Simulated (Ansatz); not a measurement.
# A hypothetical structure for MgFe4

Starting from a made-up structure for MgFe4, the aim is the relaxed cell, its shortest contacts and, where a second run follows, its electronic structure.

Program: Ansatz 0.2.0. Level of theory: DFT, PBEsol, plane-wave PAW, files of the set soft_1, scalar-relativistic, ferromagnetic start, cell and ions relaxed at zero pressure; PAW set soft_1, in the first sound run; inputs show where later runs differ. Results are calculated unless marked as measured.

## Step 1: Starting point

The structure is tetragonal, space group I4/mmm (No. 139). The conventional cell has a = 3.787 Å, b = 3.787 Å, c = 9.029 Å, α = 90.00°, β = 90.00°, γ = 90.00°. Fe has 5 Fe at 2.16 to 2.23 Å and 4 Mg at 2.89 Å nearest. Fe has 8 Fe at 2.23 to 2.68 Å and 4 Mg at 2.95 Å nearest. Nearest to Mg lie 16 Fe at 2.89 to 2.95 Å. Farther neighbours are not listed.

Structure file:

```cif
data_structure
_symmetry_space_group_name_H-M 'I4/mmm'
_symmetry_Int_Tables_number 139
_cell_length_a 3.7870
_cell_length_b 3.7870
_cell_length_c 9.0290
_cell_angle_alpha 90.000
_cell_angle_beta 90.000
_cell_angle_gamma 90.000
_cell_volume 129.49
loop_
_atom_site_label
_atom_site_type_symbol
_atom_site_symmetry_multiplicity
_atom_site_Wyckoff_symbol
_atom_site_fract_x
_atom_site_fract_y
_atom_site_fract_z
_atom_site_occupancy
Fe1 Fe 4 e 0.50000 0.50000 0.11980 1
Fe2 Fe 4 d 0.50000 0.00000 0.25000 1
Mg1 Mg 2 a 0.00000 0.00000 0.00000 1
```

## Step 2: Relaxation of the guess

The guessed cell has no reason to be at equilibrium. It is relaxed with the atoms, within the space group of the guess.

Input file input.yaml:

```yaml
crystal:
  lattice:
    - [-1.8935, 1.8935, 4.5145]
    - [1.8935, -1.8935, 4.5145]
    - [1.8935, 1.8935, -4.5145]
  atoms:
    - { symbol: Fe, position: [0.6198, 0.6198, 0.0], spin: 3.0 }
    - { symbol: Fe, position: [0.3802, 0.3802, 0.0], spin: 3.0 }
    - { symbol: Fe, position: [0.25, 0.75, 0.5], spin: 3.0 }
    - { symbol: Fe, position: [0.75, 0.25, 0.5], spin: 3.0 }
    - { symbol: Mg, position: [0.0, 0.0, 0.0] }
magnetization:
  spin_polarized: true
kpoints:
  mp_grid: { grid: [10, 10, 10] }
scf:
  occupations: { method: fermi_dirac, width: 0.05 }
hamiltonian:
  xc: pbesol
  pseudopotentials: { kind: paw, azcp: { folder: soft_1 }, xc_functional: pbe }
relax:
  f_tol: 0.015
  max_steps: 70
  cell: {}
output:
  forces: true
  stress: true
```

Command:

```
> ansatz run input.yaml --threads 4 --pin off --max-ram 8192MiB --backend cpu --events-out ev --progress --plain --runs-dir out
```

Numbers of over 12 decimals in the logs are rounded to 6 here.

The log of the run:

```text
Engine: ansatz 0.2.0, aarch64-unknown-linux-gnu
Pseudopotentials: kind: paw
Pseudopotential: Fe, paw, valence charge 16, recommended cutoff 420 eV (normal), soft_1/Fe.paw.azcp
Pseudopotential: Mg, paw, valence charge 10, recommended cutoff 420 eV (normal), soft_1/Mg.paw.azcp
Functional definition: PBEsol
  exchange = pbesol_x
  correlation = pbesol_c
Crystal: 5 atoms, lattice volume = 64.744 Å³
Basis set: ecut = 420 eV, 1267 PW (Γ), exchange–correlation on 72×72×72 points (8 copies of the dense FFT grid, shifted against one another)
Bands: 52, of which v1, the nominal top of the filled ones, is band 37 counted from 1 (36 counted from 0)
Symmetry: 16 space group operations
Space group: I4/mmm (ITA 139), of the structure as read, at distance tolerance 4.0e-5 Å
Magnetic group: BNS 139.531 (UNI 1191), of the structure as read, at distance tolerance 4.0e-5 Å
k-points: 102 of 1000
Non-local potential: Fe, projectors of the file, l = 0: 3, l = 1: 2, l = 2: 3, l = 3: 1
Non-local potential: Mg, projectors of the file, l = 0: 3, l = 1: 2, l = 2: 1
PAW form: soft (Blöchl's): semilocal exchange-correlation on the pseudo side does not see the compensation charge
PAW frozen core: Fe, regenerated for the run's functional, and the local potential with it (the file was generated under x = pbe(κ = 0.804, μ = 0.219515), c = pbe(β = 0.066725))
PAW frozen core: Mg, regenerated for the run's functional, and the local potential with it (the file was generated under x = pbe(κ = 0.804, μ = 0.219515), c = pbe(β = 0.066725))
PAW one-centre angular grid: Fe, 590 points (default); XC on 64 Gauss nodes
PAW one-centre angular grid: Mg, 110 points (default); XC on 64 Gauss nodes
Initial density: superposition of atomic densities (chi_scale 0.1, normalization cell, long waves kept (reshape's long-wave potential 0.00 eV rms))
Starting moments: Σ|m| = 12 μB on 4 of 5 sites
Initial wavefunctions: pseudopotential atomic-orbital guess
Functional: x = pbesol(κ = 0.804, μ = 0.123457), c = pbesol(β = 0.046)
SCF iter   1: F=—  HF=-19701.118412 eV  |F-HF|=—  |Δ(HF+E_count)|=         —  Δρ=9.13e-2 (↑9.13e-2 ↓4.01e-2)  dr2=4.77e0  dr2_m=1.29e0  M=9.060 μB ∫|m|=9.381 μB  β_m=0.30  ethr=3.10e-3  ⟨swp⟩=6.2  Hψ=37860  notcnv=0  defer=17
Mixer restart at iter 1: flushing history
preconditioner: auto → Kerker (q_TF=auto, 2.790 Å⁻¹)  [metal: Δε(μ)=0.002 eV  Ē_g=7.971 eV  σ=0.050 eV  W_gap=0.01  n_scr=32 (ndim 8)  ℏωp=26.9 eV  f_vac=0.000  D(μ)=8.83/eV (n_scr^D=122)]
spin=Collinear: Kerker preconditioning applied to the charge; magnetization (m = ρ↑ − ρ↓) channel mixes plain (no charge-response kernel on spin).
SCF iter   2: F=—  HF=-19700.247335 eV  |F-HF|=—  |Δ(HF+E_count)|=   8.71e-1  Δρ=3.98e-2 (↑3.98e-2 ↓3.35e-2)  dr2=9.73e-1  dr2_m=6.15e-1  M=8.916 μB ∫|m|=9.265 μB  β_m=0.40  ethr=3.10e-3  ⟨swp⟩=2.4  Hψ=17604  notcnv=0  defer=976
SCF iter   3: F=—  HF=-19702.751806 eV  |F-HF|=—  |Δ(HF+E_count)|=    2.50e0  Δρ=3.71e-2 (↑2.78e-2 ↓3.71e-2)  dr2=8.44e-1  dr2_m=5.59e-1  M=8.225 μB ∫|m|=8.638 μB  β_m=0.70  ethr=1.31e-3  ⟨swp⟩=2.1  Hψ=12540  notcnv=0  defer=976
SCF iter   4: F=—  HF=-19704.764617 eV  |F-HF|=—  |Δ(HF+E_count)|=    2.01e0  Δρ=3.70e-2 (↑2.28e-2 ↓3.70e-2)  dr2=7.28e-1  dr2_m=4.93e-1  M=7.305 μB ∫|m|=7.784 μB  β_m=0.19  ethr=1.14e-3  ⟨swp⟩=2.8  Hψ=14740  notcnv=0  defer=976
SCF iter   5: F=—  HF=-19704.813770 eV  |F-HF|=—  |Δ(HF+E_count)|=   4.92e-2  Δρ=3.17e-2 (↑3.17e-2 ↓2.21e-2)  dr2=2.66e-1  dr2_m=3.82e-1  M=6.759 μB ∫|m|=7.178 μB  β_m=0.14  ethr=9.84e-4  ⟨swp⟩=2.0  Hψ=13618  notcnv=0  defer=1015
SCF iter   6: F=—  HF=-19706.563534 eV  |F-HF|=—  |Δ(HF+E_count)|=         —  Δρ=9.53e-2 (↑9.53e-2 ↓7.04e-2)  dr2=4.30e-1  dr2_m=4.01e0  M=3.779 μB ∫|m|=4.138 μB  β_m=1.00  ethr=3.60e-4  ⟨swp⟩=2.0  Hψ=13397  notcnv=0  defer=1014
Mixer restart at iter 6: flushing history
SCF iter   7: F=—  HF=-19705.992637 eV  |F-HF|=—  |Δ(HF+E_count)|=   5.71e-1  Δρ=3.20e-2 (↑3.20e-2 ↓1.19e-2)  dr2=7.45e-1  dr2_m=1.29e-1  M=4.272 μB ∫|m|=4.583 μB  β_m=0.76  ethr=6.76e-5  ⟨swp⟩=3.0  Hψ=22944  notcnv=0  defer=1007
SCF iter   8: F=—  HF=-19706.158158 eV  |F-HF|=—  |Δ(HF+E_count)|=   1.66e-1  Δρ=3.69e-2 (↑3.69e-2 ↓8.86e-3)  dr2=4.86e-1  dr2_m=2.29e-1  M=3.485 μB ∫|m|=3.807 μB  β_m=0.53  ethr=6.76e-5  ⟨swp⟩=3.2  Hψ=26869  notcnv=0  defer=924
SCF iter   9: F=—  HF=-19705.870824 eV  |F-HF|=—  |Δ(HF+E_count)|=   2.87e-1  Δρ=3.35e-3 (↑3.29e-3 ↓3.35e-3)  dr2=2.26e-2  dr2_m=4.59e-3  M=3.887 μB ∫|m|=4.199 μB  β_m=0.78  ethr=6.76e-5  ⟨swp⟩=3.0  Hψ=23030  notcnv=0  defer=929
SCF iter  10: F=—  HF=-19705.858884 eV  |F-HF|=—  |Δ(HF+E_count)|=   1.19e-2  Δρ=2.19e-3 (↑2.19e-3 ↓1.17e-3)  dr2=2.30e-3  dr2_m=1.30e-3  M=3.862 μB ∫|m|=4.170 μB  β_m=0.70  ethr=3.05e-5  ⟨swp⟩=2.0  Hψ=17065  notcnv=0  defer=929
SCF iter  11: F=—  HF=-19705.860086 eV  |F-HF|=—  |Δ(HF+E_count)|=   1.20e-3  Δρ=3.08e-3 (↑3.08e-3 ↓1.84e-3)  dr2=4.93e-3  dr2_m=2.23e-3  M=3.815 μB ∫|m|=4.124 μB  β_m=0.85  ethr=3.10e-6  ⟨swp⟩=2.0  Hψ=20083  notcnv=0  defer=929
SCF iter  12: F=—  HF=-19705.861987 eV  |F-HF|=—  |Δ(HF+E_count)|=   1.90e-3  Δρ=3.20e-3 (↑3.20e-3 ↓8.61e-4)  dr2=4.92e-3  dr2_m=1.64e-3  M=3.795 μB ∫|m|=4.105 μB  β_m=0.77  ethr=3.10e-6  ⟨swp⟩=2.0  Hψ=18665  notcnv=0  defer=929
SCF iter  13: F=—  HF=-19705.860901 eV  |F-HF|=—  |Δ(HF+E_count)|=   1.09e-3  Δρ=3.15e-4 (↑3.15e-4 ↓2.25e-4)  dr2=4.44e-5  dr2_m=3.43e-5  M=3.799 μB ∫|m|=4.108 μB  β_m=0.85  ethr=3.10e-6  ⟨swp⟩=2.0  Hψ=18603  notcnv=0  defer=932
SCF iter  14: F=—  HF=-19705.860899 eV  |F-HF|=—  |Δ(HF+E_count)|=   2.30e-6  Δρ=2.78e-4 (↑2.78e-4 ↓1.58e-4)  dr2=2.06e-5  dr2_m=2.60e-5  M=3.798 μB ∫|m|=4.106 μB  β_m=0.93  ethr=6.00e-8  ⟨swp⟩=2.1  Hψ=15372  notcnv=0  defer=930
SCF iter  15: F=—  HF=-19705.860899 eV  |F-HF|=—  |Δ(HF+E_count)|=   3.84e-7  Δρ=3.12e-5 (↑2.03e-5 ↓3.12e-5)  dr2=1.46e-6  dr2_m=1.30e-7  M=3.799 μB ∫|m|=4.106 μB  β_m=0.93  ethr=2.78e-8  ⟨swp⟩=2.0  Hψ=14092  notcnv=0  defer=931
SCF iter  16: F=—  HF=-19705.860899 eV  |F-HF|=—  |Δ(HF+E_count)|=   9.39e-8  Δρ=3.94e-5 (↑5.33e-6 ↓3.94e-5)  dr2=1.17e-6  dr2_m=2.00e-7  M=3.797 μB ∫|m|=4.105 μB  β_m=0.97  ethr=1.97e-9  ⟨swp⟩=2.0  Hψ=14426  notcnv=0  defer=931
SCF iter  17: F=—  HF=-19705.860899 eV  |F-HF|=—  |Δ(HF+E_count)|=   1.16e-7  Δρ=1.70e-5 (↑1.01e-5 ↓1.70e-5)  dr2=5.37e-7  dr2_m=8.75e-9  M=3.796 μB ∫|m|=4.104 μB  β_m=0.98  ethr=1.58e-9  ⟨swp⟩=1.5  Hψ=12457  notcnv=0  defer=930
SCF iter  18: F=—  HF=-19705.860899 eV  |F-HF|=—  |Δ(HF+E_count)|=   4.97e-8  Δρ=1.16e-5 (↑1.12e-5 ↓1.16e-5)  dr2=3.19e-7  dr2_m=7.92e-10  M=3.796 μB ∫|m|=4.103 μB  β_m=0.99  ethr=7.26e-10  ⟨swp⟩=2.1  Hψ=13946  notcnv=0  defer=930
[...]
relax step   4: F+E_penalty+E_count = -19705.96625246 eV  Δ(F+E_penalty+E_count) = -5.374e-2 eV  max|allowed force component| = 3.660e-1 eV/Å  Δτ_max = 0.0461 Å  P = -1.707 GPa  Ω = 63.509 Å³  energy of the carried Pulay correction = +1.041e-3 eV  (19 SCF iters, accepted)
[...]
relax step   5: F+E_penalty+E_count = -19705.97783863 eV  Δ(F+E_penalty+E_count) = -1.159e-2 eV  max|allowed force component| = 1.409e-3 eV/Å  Δτ_max = 0.0172 Å  P = -0.107 GPa  Ω = 62.703 Å³  energy of the carried Pulay correction = +1.731e-3 eV  (12 SCF iters, dr2 threshold 5.00e-7 eV, accepted)
[...]
relax step   6: F+E_penalty+E_count = -19705.97808856 eV  Δ(F+E_penalty+E_count) = -2.499e-4 eV  max|allowed force component| = 9.126e-3 eV/Å  Δτ_max = 0.0010 Å  P = +0.006 GPa  Ω = 62.606 Å³  energy of the carried Pulay correction = +1.815e-3 eV  (10 SCF iters, dr2 threshold 9.76e-8 eV, accepted)
[...]
relax step   7: F+E_penalty+E_count = -19705.97678859 eV  Δ(F+E_penalty+E_count) = +1.300e-3 eV  max|allowed force component| = 9.908e-3 eV/Å  Δτ_max = 0.0000 Å  P = +0.024 GPa  Ω = 62.606 Å³  stress off target by 8.14e-2 GPa  SCF on the basis re-selected at this cell (its energy is not comparable with the rows above)  (10 SCF iters)
[...]
relax step   8: F+E_penalty+E_count = -19705.97680625 eV  Δ(F+E_penalty+E_count) = -1.766e-5 eV  max|allowed force component| = 1.255e-4 eV/Å  Δτ_max = 0.0010 Å  P = -0.010 GPa  Ω = 62.607 Å³  energy of the carried Pulay correction = -6.743e-6 eV  (9 SCF iters, dr2 threshold 1.66e-8 eV, accepted)
iter 1 solved again at ethr=4.88e-8 eV; its pass at ethr=3.10e-3 eV (dr2=3.61e-5 eV) is discarded
SCF iter   1: F=—  HF=-19705.976814 eV  |F-HF|=—  |Δ(HF+E_count)|=         —  Δρ=1.03e-6 (↑1.03e-6 ↓7.52e-7)  dr2=4.74e-10  dr2_m=1.18e-10  M=2.972 μB ∫|m|=3.383 μB  β_m=0.65  ethr=4.88e-8  ⟨swp⟩=4.0  Hψ=70733  notcnv=0
eigensolver tolerance schedule: the retry pair's looser diagonalisation over-reported the residual by 76145.20 of it (diagonalisation noise at an unbounded share of the residual, at the tolerance the schedule requests for it); recorded, not acted on — ethr = c·dr2/N_el stays at c = 1.0e-1
spin=Collinear: Kerker preconditioning applied to the charge; magnetization (m = ρ↑ − ρ↓) channel mixes plain (no charge-response kernel on spin).
SCF iter   2: F=—  HF=-19705.976813 eV  |F-HF|=—  |Δ(HF+E_count)|=   1.86e-6  Δρ=1.14e-6 (↑1.14e-6 ↓5.33e-7)  dr2=6.36e-10  dr2_m=2.11e-10  M=2.972 μB ∫|m|=3.383 μB  β_m=0.30  ethr=1.00e-12  ⟨swp⟩=3.8  Hψ=27037  notcnv=0
SCF iter   3: F=—  HF=-19705.976813 eV  |F-HF|=—  |Δ(HF+E_count)|=  2.22e-10  Δρ=4.76e-7 (↑4.76e-7 ↓3.90e-7)  dr2=1.27e-10  dr2_m=3.15e-11  M=2.972 μB ∫|m|=3.383 μB  β_m=0.65  ethr=1.00e-12  ⟨swp⟩=2.0  Hψ=13372  notcnv=0
SCF iter   4: F=—  HF=-19705.976813 eV  |F-HF|=—  |Δ(HF+E_count)|=  8.00e-11  Δρ=3.15e-7 (↑3.15e-7 ↓2.37e-7)  dr2=1.33e-11  dr2_m=3.81e-11  M=2.972 μB ∫|m|=3.383 μB  β_m=0.63  ethr=1.00e-12  ⟨swp⟩=1.4  Hψ=10799  notcnv=0
SCF iter   5: F=—  HF=-19705.976813 eV  |F-HF|=—  |Δ(HF+E_count)|=  2.91e-11  Δρ=2.05e-7 (↑2.05e-7 ↓1.23e-7)  dr2=1.53e-11  dr2_m=1.16e-11  M=2.972 μB ∫|m|=3.383 μB  β_m=0.81  ethr=1.00e-12  ⟨swp⟩=1.0  Hψ=10608  notcnv=0
SCF iter   6: F=—  HF=-19705.976813 eV  |F-HF|=—  |Δ(HF+E_count)|=  2.91e-11  Δρ=2.30e-7 (↑2.30e-7 ↓2.25e-7)  dr2=3.07e-12  dr2_m=2.90e-11  M=2.972 μB ∫|m|=3.383 μB  β_m=0.65  ethr=1.00e-12  ⟨swp⟩=1.0  Hψ=10608  notcnv=0
SCF iter   7: F=—  HF=-19705.976813 eV  |F-HF|=—  |Δ(HF+E_count)|=  7.28e-12  Δρ=1.61e-7 (↑1.28e-7 ↓1.61e-7)  dr2=5.48e-12  dr2_m=1.08e-11  M=2.972 μB ∫|m|=3.383 μB  β_m=0.82  ethr=1.00e-12  ⟨swp⟩=1.0  Hψ=10608  notcnv=0
SCF iter   8: F=—  HF=-19705.976813 eV  |F-HF|=—  |Δ(HF+E_count)|=    0.00e0  Δρ=1.78e-7 (↑1.78e-7 ↓1.02e-7)  dr2=2.20e-11  dr2_m=5.09e-12  M=2.972 μB ∫|m|=3.383 μB  β_m=0.70  ethr=1.00e-12  ⟨swp⟩=1.0  Hψ=10610  notcnv=0
SCF iter   9: F=—  HF=-19705.976813 eV  |F-HF|=—  |Δ(HF+E_count)|=  7.28e-12  Δρ=1.24e-7 (↑9.04e-8 ↓1.24e-7)  dr2=1.64e-12  dr2_m=6.37e-12  M=2.972 μB ∫|m|=3.383 μB  β_m=0.71  ethr=1.00e-12  ⟨swp⟩=1.0  Hψ=10614  notcnv=0
SCF iter  10: F=-19705.976813 eV  HF=-19705.976813 eV  |F-HF|=3.64e-12  |Δ(HF+E_count)|=  3.64e-12  Δρ=3.32e-8 (↑3.32e-8 ↓3.16e-8)  dr2=8.09e-13  dr2_m=4.01e-13  M=2.972 μB ∫|m|=3.383 μB  ethr=1.00e-12  ⟨swp⟩=2.0  Hψ=29507  notcnv=0
SCF 9 converged in 10 iterations: F = -19705.976813 eV  dr2 = 8.09e-13
relax step   9: F+E_penalty+E_count = -19705.97681261 eV  Δ(F+E_penalty+E_count) = -6.363e-6 eV  max|allowed force component| = 1.646e-4 eV/Å  Δτ_max = 0.0000 Å  P = -0.010 GPa  Ω = 62.607 Å³  stress off target by 1.12e-2 GPa  SCF on the basis re-selected at this cell (its energy is not comparable with the rows above)  (10 SCF iters)
basis re-selected at this cell: Δ(F+E_penalty+E_count) = -6.363e-6 eV, ΔP = +0.000 GPa vs the last step (what re-selecting the basis moved, of the pressure what is left beyond the Pulay correction that the steps carried, after the strain that the cell walked since its last selection, with what the two solves' SCF thresholds leave and, on support functions, any second-order correction that the steps lacked; it is no m [...]
SCF converged after 10 iterations
Magnetization: 2.9725 μB (38.4862 up, 35.5138 down)
Absolute magnetization: 3.4361 μB (∫|ρ↑−ρ↓|, with the PAW one-centre terms)
Spin contamination: 0.1621 ħ² per cell (⟨S²⟩ above its minimum at these occupations)
Per-site moments (μB) at R_I (Å): [(0.218045, 0.841008), (0.218045, 0.841008), (1.277755, 0.928020), (1.277755, 0.928020), (-0.025416, 1.151629)]
Free energy (F): -19705.976813 eV
Harris-Foulkes:  -19705.976813 eV  (|F-HF|=3.64e-12)
Internal energy: -19705.934696 eV  (E = F + TS)
E sigma→0 (E₀):  -19705.955754 eV
Entropy (-TS):   -0.042116 eV (-8.423 meV/atom)
Fermi energy:    15.345710 eV
--- Per-component energies (eV) ---
  E_band       = -1312.743346
  E_kinetic    = 1411.767576
  E_local      = -11521.953753  (includes V_loc(G=0)·N_el)
  E_nonlocal   = 1356.377074
  E_hartree    = 4695.765698
  E_xc         = -470.018112
  E_vxc        = -606.640156  (∫ρ·V_xc dr)
  E_paw        = -5693.198671  (= ΣΔE_a)
  E_vpaw       = -1343.821264  (= ΣTr[D̂ρ^β])
  E_aug_tail   = -0.004303  (compensation charges beyond the density's cutoff)
  E_ewald      = -9485.445876
  E_core_change = 0.775670  (= ΣΔE_core)
  E_smearing   = -0.042116  (= −TS)
  E_closure    = -0.000000  (closes the sum)
  Σ components = -19705.976813   (vs F -19705.976813, Δ=0.00e0)
--- Forces (eV/Å), atoms counted from 1 ---
  atom   1  Fe     0.00000000    -0.00000000     0.00016460
  atom   2  Fe     0.00000000     0.00000000    -0.00016460
  atom   3  Fe     0.00000000    -0.00000000     0.00000000
  atom   4  Fe    -0.00000000     0.00000000     0.00000000
  atom   5  Mg    -0.00000000     0.00000000     0.00000000
  max |Σ_I F_I| component: 8.67e-19 eV/Å
--- Stress (GPa, compression-positive) ---
       -0.011179       0.000000       0.000000
        0.000000      -0.011179       0.000000
        0.000000       0.000000      -0.007963
  P = ⅓ Tr σ = -0.0101 GPa (-0.101 kbar)
--- Relaxed structure (7 steps of the walk, 6 accepted, 2 SCFs on fresh bases) ---
  F+E_penalty+E_count = -19705.97681261 eV   max|allowed force component| = 1.646e-4 eV/Å   (the final SCF, on the basis selected at the relaxed cell)
  cell:  # Å, volume = 62.6068 Å³
    - [-1.837813, 1.837813, 4.634031]
    - [1.837813, -1.837813, 4.634031]
    - [1.837813, 1.837813, -4.634031]
  atoms:
    - { symbol: Fe, position: [0.609991, 0.609991, 0] }
    - { symbol: Fe, position: [0.390009, 0.390009, 0] }
    - { symbol: Fe, position: [0.250000, 0.750000, 0.500000] }
    - { symbol: Fe, position: [0.750000, 0.250000, 0.500000] }
    - { symbol: Mg, position: [1.6330877778051677e-19, 1.633087777805168e-19, 0] }
```

It took 2 min on 4 threads of Arm Neoverse V2, shared host; peak memory 0.75 GiB; 7.9 min of CPU time.

The steps of the relaxation:

```csv
step,energy less that of the first step (eV),largest force component (eV/Å),pressure (GPa),volume (Å³)
1,0.0000,1.0397,-2.22,64.74
2,-0.0516,0.8432,-1.33,63.88
3,0.0523,1.9355,4.79,60.49
4,-0.1054,0.3660,-1.71,63.51
5,-0.1169,0.0014,-0.11,62.70
6,-0.1172,0.0091,0.01,62.61
7*,-0.1159,0.0099,0.02,62.61
8,-0.1159,0.0001,-0.01,62.61
9*,-0.1159,0.0002,-0.01,62.61
```

Relaxation steps marked * repeat the geometry before them on a plane-wave basis chosen anew for their cell, so energy and pressure can jump there. Relaxation step 3 was tried and not accepted.

Forces are held to the 16 operations that the run works with; a distortion that breaks them can't arise in this run.

```csv
"conventional cell, symmetrised",before,after,change
a (Å),3.787,3.676,-2.9 %
b (Å),3.787,3.676,-2.9 %
c (Å),9.029,9.268,+2.6 %
volume (Å³/atom),12.95,12.52,-3.3 %
```

The atoms that moved most (Å, as changes of fractional coordinates times the final cell):

```csv
atom,dx,dy,dz,length
Fe1,0.000,0.000,-0.091,0.091
Fe2,0.000,0.000,0.091,0.091
```

Final coordinates:

```xyz
5
Lattice="-1.8378 1.8378 4.6340 1.8378 -1.8378 4.6340 1.8378 1.8378 -4.6340" Properties=species:S:1:pos:R:3 pbc="T T T"
Fe    0.0000    0.0000    5.6534
Fe    0.0000    0.0000    3.6146
Fe    1.8378    0.0000    2.3170
Fe    0.0000    1.8378    2.3170
Mg    0.0000    0.0000    0.0000
```

This step gave:

| Quantity | Value |
| --- | --- |
| free energy | -19705.9768 eV |
| energy at zero smearing | -19705.9558 eV |
| smearing term TS | 0.04212 eV |
| Fermi energy | 15.35 eV |
| magnetization | 2.972 μB |
| absolute magnetization | 3.436 μB |
| site moments | 0.2180, 0.2180, 1.278, 1.278, -0.02542 μB |
| electrons | 74 |
| symmetry operations | 16 |
| pressure | -0.01011 GPa |

Site moment by atom:

```csv
atom,site moment (μB)
Fe1,0.22
Fe2,0.22
Fe3,1.28
Fe4,1.28
Mg5,-0.03
```

The shortest distance of each pair, which need not be the same contact before and after:

```csv
pair,guess (Å),relaxed (Å)
Fe–Fe,2.163,2.039
Fe–Mg,2.888,2.792
Mg–Mg,3.787,3.676
```

The relaxation ends with a largest force component of 1.6e-4 eV/Å and a pressure of -0.01 GPa.

(Continued in part 2 of 2.)

[Logs are printed without paths, hosts, clocks, repeated set-up lines and the standing remarks that a program may print on its own settings, such as how far it seeks lower states.]

[Hosts, paths, dates, database ids (printed as entryN), source tags and the programs' standing remarks are cut or masked in the printed files.]
